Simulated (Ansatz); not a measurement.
**AgO (F-43m): from the cell to its phonons**

The cell of AgO (F-43m) is at rest. What are its phonons? After the zone centre comes a 4×4×4 q mesh on a 16×16×16 k mesh.

Calculated with Ansatz 0.2.0; DFT PBEsol, scalar-relativistic, plane waves, PAW; PAW set soft_1.

### 1. The structure

It takes space group F-43m (No. 216, cubic). Conventional cell: a = 4.950 Å, b = 4.950 Å, c = 4.950 Å, α = 90.00°, β = 90.00°, γ = 90.00°. Nearest to Ag lie 4 O at 2.14 Å. O has 4 Ag at 2.14 Å nearest. Farther neighbours and most contacts between anions are not listed.

### 2. Modes at Γ

The cell comes from relaxations at this level that are not shown. The zone centre comes first: it holds the modes that light can see, as far as symmetry allows. No field response is asked, since the mesh shows no gap.

input.yaml reads:

```yaml
crystal:
  lattice:
    - [0.0, 2.4749891092, 2.4749891092]
    - [2.4749891092, 0.0, 2.4749891092]
    - [2.4749891092, 2.4749891092, 0.0]
  atoms:
    - { symbol: Ag, position: [0.0, 0.0, 0.0] }
    - { symbol: O, position: [0.25, 0.25, 0.25] }
kpoints:
  mp_grid: { grid: [16, 16, 16] }
hamiltonian:
  xc: pbesol
  pseudopotentials: { kind: paw, azcp: { folder: soft_1 }, xc_functional: pbe }
scf:
  occupations: { method: methfessel_paxton, width: 0.2 }
output:
  eigenvalues: true
phonons:
  method: dfpt
```

The run is started by

```sh
$ ansatz run input.yaml --threads 4 --pin off --max-ram 10240MiB --backend cpu --events-out ev --progress --plain --runs-dir out
```

Numbers of over 12 decimals in the logs are rounded to 6 here.

The log of the run:

```text
zone centre: on kpoints.mp_grid the ground state, and the responses unless they are solved on pairs of k-points, stand on 349 of the mesh's 4096 k-points, reduced under 8 symmetry operations, with k and −k counted as one. Each operation leaves every solved displacement unchanged or reverses it
Engine: ansatz 0.2.0, aarch64-unknown-linux-gnu
Pseudopotentials: kind: paw
Pseudopotential: Ag, paw, valence charge 19, recommended cutoff 420 eV (normal), soft_1/Ag.paw.azcp
Pseudopotential: O, paw, valence charge 6, recommended cutoff 420 eV (normal), soft_1/O.paw.azcp
Functional definition: PBEsol
  exchange = pbesol_x
  correlation = pbesol_c
Crystal: 2 atoms, lattice volume = 30.321 Å³
Basis set: ecut = 420 eV, 609 PW (Γ), exchange–correlation on 48×48×48 points (8 copies of the dense FFT grid, shifted against one another)
Bands: 17, of which v1, the nominal top of the filled ones, is band 13 counted from 1 (12 counted from 0)
Symmetry: 24 space group operations
k-points: 349 of 4096 (irreducible under 8 space group operations, time reversal used)
Non-local potential: Ag, projectors of the file, l = 0: 3, l = 1: 2, l = 2: 2, l = 3: 1
Non-local potential: O, projectors of the file, l = 0: 2, l = 1: 2, l = 2: 1
PAW form: soft (Blöchl's): semilocal exchange-correlation on the pseudo side does not see the compensation charge
PAW frozen core: Ag, regenerated for the run's functional, and the local potential with it (the file was generated under x = pbe(κ = 0.804, μ = 0.219515), c = pbe(β = 0.066725))
PAW frozen core: O, regenerated for the run's functional, and the local potential with it (the file was generated under x = pbe(κ = 0.804, μ = 0.219515), c = pbe(β = 0.066725))
PAW one-centre angular grid: Ag, 590 points (default); XC on 64 Gauss nodes
PAW one-centre angular grid: O, 110 points (default); XC on 64 Gauss nodes
Initial density: superposition of atomic densities (chi_scale 0.1, normalization cell, long waves kept (reshape's long-wave potential 0.00 eV rms))
Initial wavefunctions: pseudopotential atomic-orbital guess
Functional: x = pbesol(κ = 0.804, μ = 0.123457), c = pbesol(β = 0.046)
SCF iter   1: F=—  HF=-8080.273246 eV  |F-HF|=—  |Δ(HF+E_count)|=         —  Δρ=6.99e-2  dr2=1.04e0  ethr=3.10e-3  ⟨swp⟩=4.2  Hψ=25566  notcnv=0
preconditioner: auto → LDOS  [metal: Δε(μ)=0.012 eV  Ē_g=13.434 eV  σ=0.200 eV  W_gap=0.05  n_scr=14 (ndim 8)  ℏωp=27.8 eV  f_vac=0.043  D(μ)=2.24/eV (n_scr^D=26)  β→1.0]
SCF iter   2: F=—  HF=-8080.149710 eV  |F-HF|=—  |Δ(HF+E_count)|=   1.24e-1  S|Δr|=    0.00e0  Δρ=1.69e-2  dr2=1.13e-1  ethr=3.10e-3  ⟨swp⟩=2.4  Hψ=11343  notcnv=0
SCF iter   3: F=—  HF=-8080.140599 eV  |F-HF|=—  |Δ(HF+E_count)|=   9.11e-3  S|Δr|=    0.00e0  Δρ=1.30e-2  dr2=5.38e-2  ethr=4.50e-4  ⟨swp⟩=1.0  Hψ=5933  notcnv=0
SCF iter   4: F=—  HF=-8080.132027 eV  |F-HF|=—  |Δ(HF+E_count)|=   8.57e-3  S|Δr|=    0.00e0  Δρ=4.82e-3  dr2=7.09e-3  ethr=2.15e-4  ⟨swp⟩=1.0  Hψ=5937  notcnv=0
SCF iter   5: F=—  HF=-8080.130446 eV  |F-HF|=—  |Δ(HF+E_count)|=   1.58e-3  S|Δr|=    0.00e0  Δρ=1.32e-3  dr2=3.76e-4  ethr=2.84e-5  ⟨swp⟩=2.8  Hψ=9945  notcnv=0
SCF iter   6: F=—  HF=-8080.130387 eV  |F-HF|=—  |Δ(HF+E_count)|=   5.85e-5  S|Δr|=    0.00e0  Δρ=1.30e-4  dr2=2.52e-6  ethr=1.50e-6  ⟨swp⟩=2.5  Hψ=10679  notcnv=0
SCF iter   7: F=—  HF=-8080.130382 eV  |F-HF|=—  |Δ(HF+E_count)|=   4.73e-6  S|Δr|=    0.00e0  Δρ=1.89e-5  dr2=7.75e-8  ethr=1.01e-8  ⟨swp⟩=2.0  Hψ=8923  notcnv=0
SCF iter   8: F=—  HF=-8080.130382 eV  |F-HF|=—  |Δ(HF+E_count)|=   1.14e-8  S|Δr|=    0.00e0  Δρ=1.85e-6  dr2=1.03e-9  ethr=3.10e-10  ⟨swp⟩=2.0  Hψ=8650  notcnv=0
SCF iter   9: F=-8080.130382 eV  HF=-8080.130382 eV  |F-HF|=9.09e-13  |Δ(HF+E_count)|=  7.55e-11  S|Δr|=    0.00e0  Δρ=1.36e-7  dr2=3.65e-12  ethr=1.00e-12  ⟨swp⟩=4.0  Hψ=28966  notcnv=0
the search or the solves at the SCF's close seem to have found levels that the self-consistency loop had missed (the run counts 2). By its estimate they hold under 1e-12 electrons; where the run keeps them, the occupations were computed again with them
SCF 1 converged in 9 iterations: F = -8080.130382 eV  dr2 = 3.65e-12
  greatest PAW one-centre occupation: 1.001 electrons in one spin orbital (limit 2), on the Ag atom at site 0 (counted from 0), in its partial waves of l = 0
DFPT response loops at Γ: preconditioner auto → Kerker (q_TF=auto, 2.642 Å⁻¹) (partly filled bands, converged f_vac=0.081); β = 1.00, the filter's whole step (`scf.mixing.beta` (0.50) is not read by the response loops under this deck's `scf.mixing.preconditioner`; to damp them name `kerker` or `kerker_dos`, under which they read `scf.mixing.beta`, and type it under 1.00, their step now; both keys bind the ground state too); Broyden in place of MSR1
SCF converged after 9 iterations
Stability not checked: this state was not tested for a lower state beside it, because cold or Methfessel-Paxton smearing, or corrected tetrahedra, fill the levels in a way that the test cannot read (fill_not_monotonic; see scf.lower_state_search)
Free energy (F): -8080.130382 eV
Harris-Foulkes:  -8080.130382 eV  (|F-HF|=9.09e-13)
Internal energy: -8080.128520 eV  (E = F + TS)
E sigma→0 (E₀):  -8080.129917 eV
Entropy (-TS):   -0.001862 eV (-0.931 meV/atom)
Fermi energy:    9.496082 eV
--- Per-component energies (eV) ---
  E_band       = -351.871128
  E_kinetic    = 630.260958
  E_local      = -2990.459908  (includes V_loc(G=0)·N_el)
  E_nonlocal   = 88.149705
  E_hartree    = 1373.739162
  E_xc         = -226.088966
  E_vxc        = -288.054189  (∫ρ·V_xc dr)
  E_paw        = -4042.646945  (= ΣΔE_a)
  E_vpaw       = -539.247239  (= ΣTr[D̂ρ^β])
  E_aug_tail   = 0.001111  (compensation charges beyond the density's cutoff)
  E_ewald      = -2913.441665
  E_core_change = 0.358028  (= ΣΔE_core)
  E_smearing   = -0.001862  (= −TS)
  E_closure    = -0.000000  (closes the sum)
  Σ components = -8080.130382   (vs F -8080.130382, Δ=0.00e0)
--- Band table (eV; the first three rows and the last of 349) ---
  k-point 0: bands = [... 9 lower, 6.5158, 9.7789, 10.3181, 10.3181, 10.3181, 23.1411, 23.1411, 23.1411]
  k-point 1: bands = [... 9 lower, 6.5106, 9.7113, 10.2952, 10.2952, 10.4287, 22.6854, 23.1721, 23.1721]
  k-point 2: bands = [... 9 lower, 6.4995, 9.4803, 10.2263, 10.2263, 10.7775, 21.6542, 23.2455, 23.2455]
  k-point 348: bands = [... 9 lower, 7.1376, 7.1930, 7.2573, 8.8830, 16.9865, 18.0861, 19.3917, 19.9538]
--- Phonons (Γ-DFPT): 2 representative perturbations + reference, on 349 of 4096 k-points (Σ response iterations 7) ---
  k mesh reduced under 8 symmetry operations, with k and −k counted as one. Each operation leaves every solved displacement unchanged or reverses it
  ASR residual: 7.697e-5 → 0.000e0 eV/Å²; symmetrization residual: 3.270e-7 eV/Å²
  ASR residual per site (eV/Å²): 7.70e-5 2.32e-6
  Γ frequencies (cm⁻¹): 0.00 0.00 0.00 201.59 201.59 201.59
  non-analytic LO–TO correction: not included (Born effective charges unavailable; polar crystals: no LO–TO splitting at Γ)
```

The job ended after 14 s (4 threads of Arm Neoverse V1, shared host; peak memory 0.7 GiB).

This step gave:

| Property | Result |
| --- | --- |
| volume per atom | 15.16 Å³ |
| gap on the k-mesh | 0 eV |
| sum-rule residual before enforcement | 7.70e-5 eV/Å² |
| point group | -43m |
| highest optical mode at the zone centre (no LO-TO term) | 201.6 cm⁻¹ |
| lowest optical zone-centre mode | 201.6 cm⁻¹ |

Patterns of degenerate modes are one choice out of their space. Modes at Γ, with each element's share of the kinetic energy:

```
mode  frequency (cm⁻¹)  symmetry  Ag %  O %
   1               0.0  acoustic    87   13
   2               0.0  acoustic    87   13
   3               0.0  acoustic    87   13
   4             201.6        T2    13   87
   5             201.6        T2    13   87
   6             201.6        T2    13   87
```

Displacements in mode 4 (201.6 cm⁻¹), the largest set to 1:
```
Ag1  0.02 -0.15  0.02
O2  -0.13  1.00 -0.16
```

Before it was imposed, the acoustic sum rule was missed by 7.7e-5 eV/Å². Small misses are needed for a sound result but don't prove that mesh and cutoff are converged. The lowest optical mode is real, 202 cm⁻¹.

(Part 1 of 2 ends here.)

[Logs are printed without paths, hosts, clocks, repeated set-up lines and the standing remarks that a program may print on its own settings, such as how far it seeks lower states.]

[Hosts, paths, dates, database ids (printed as entryN), source tags and the programs' standing remarks are cut or masked in the printed files.]
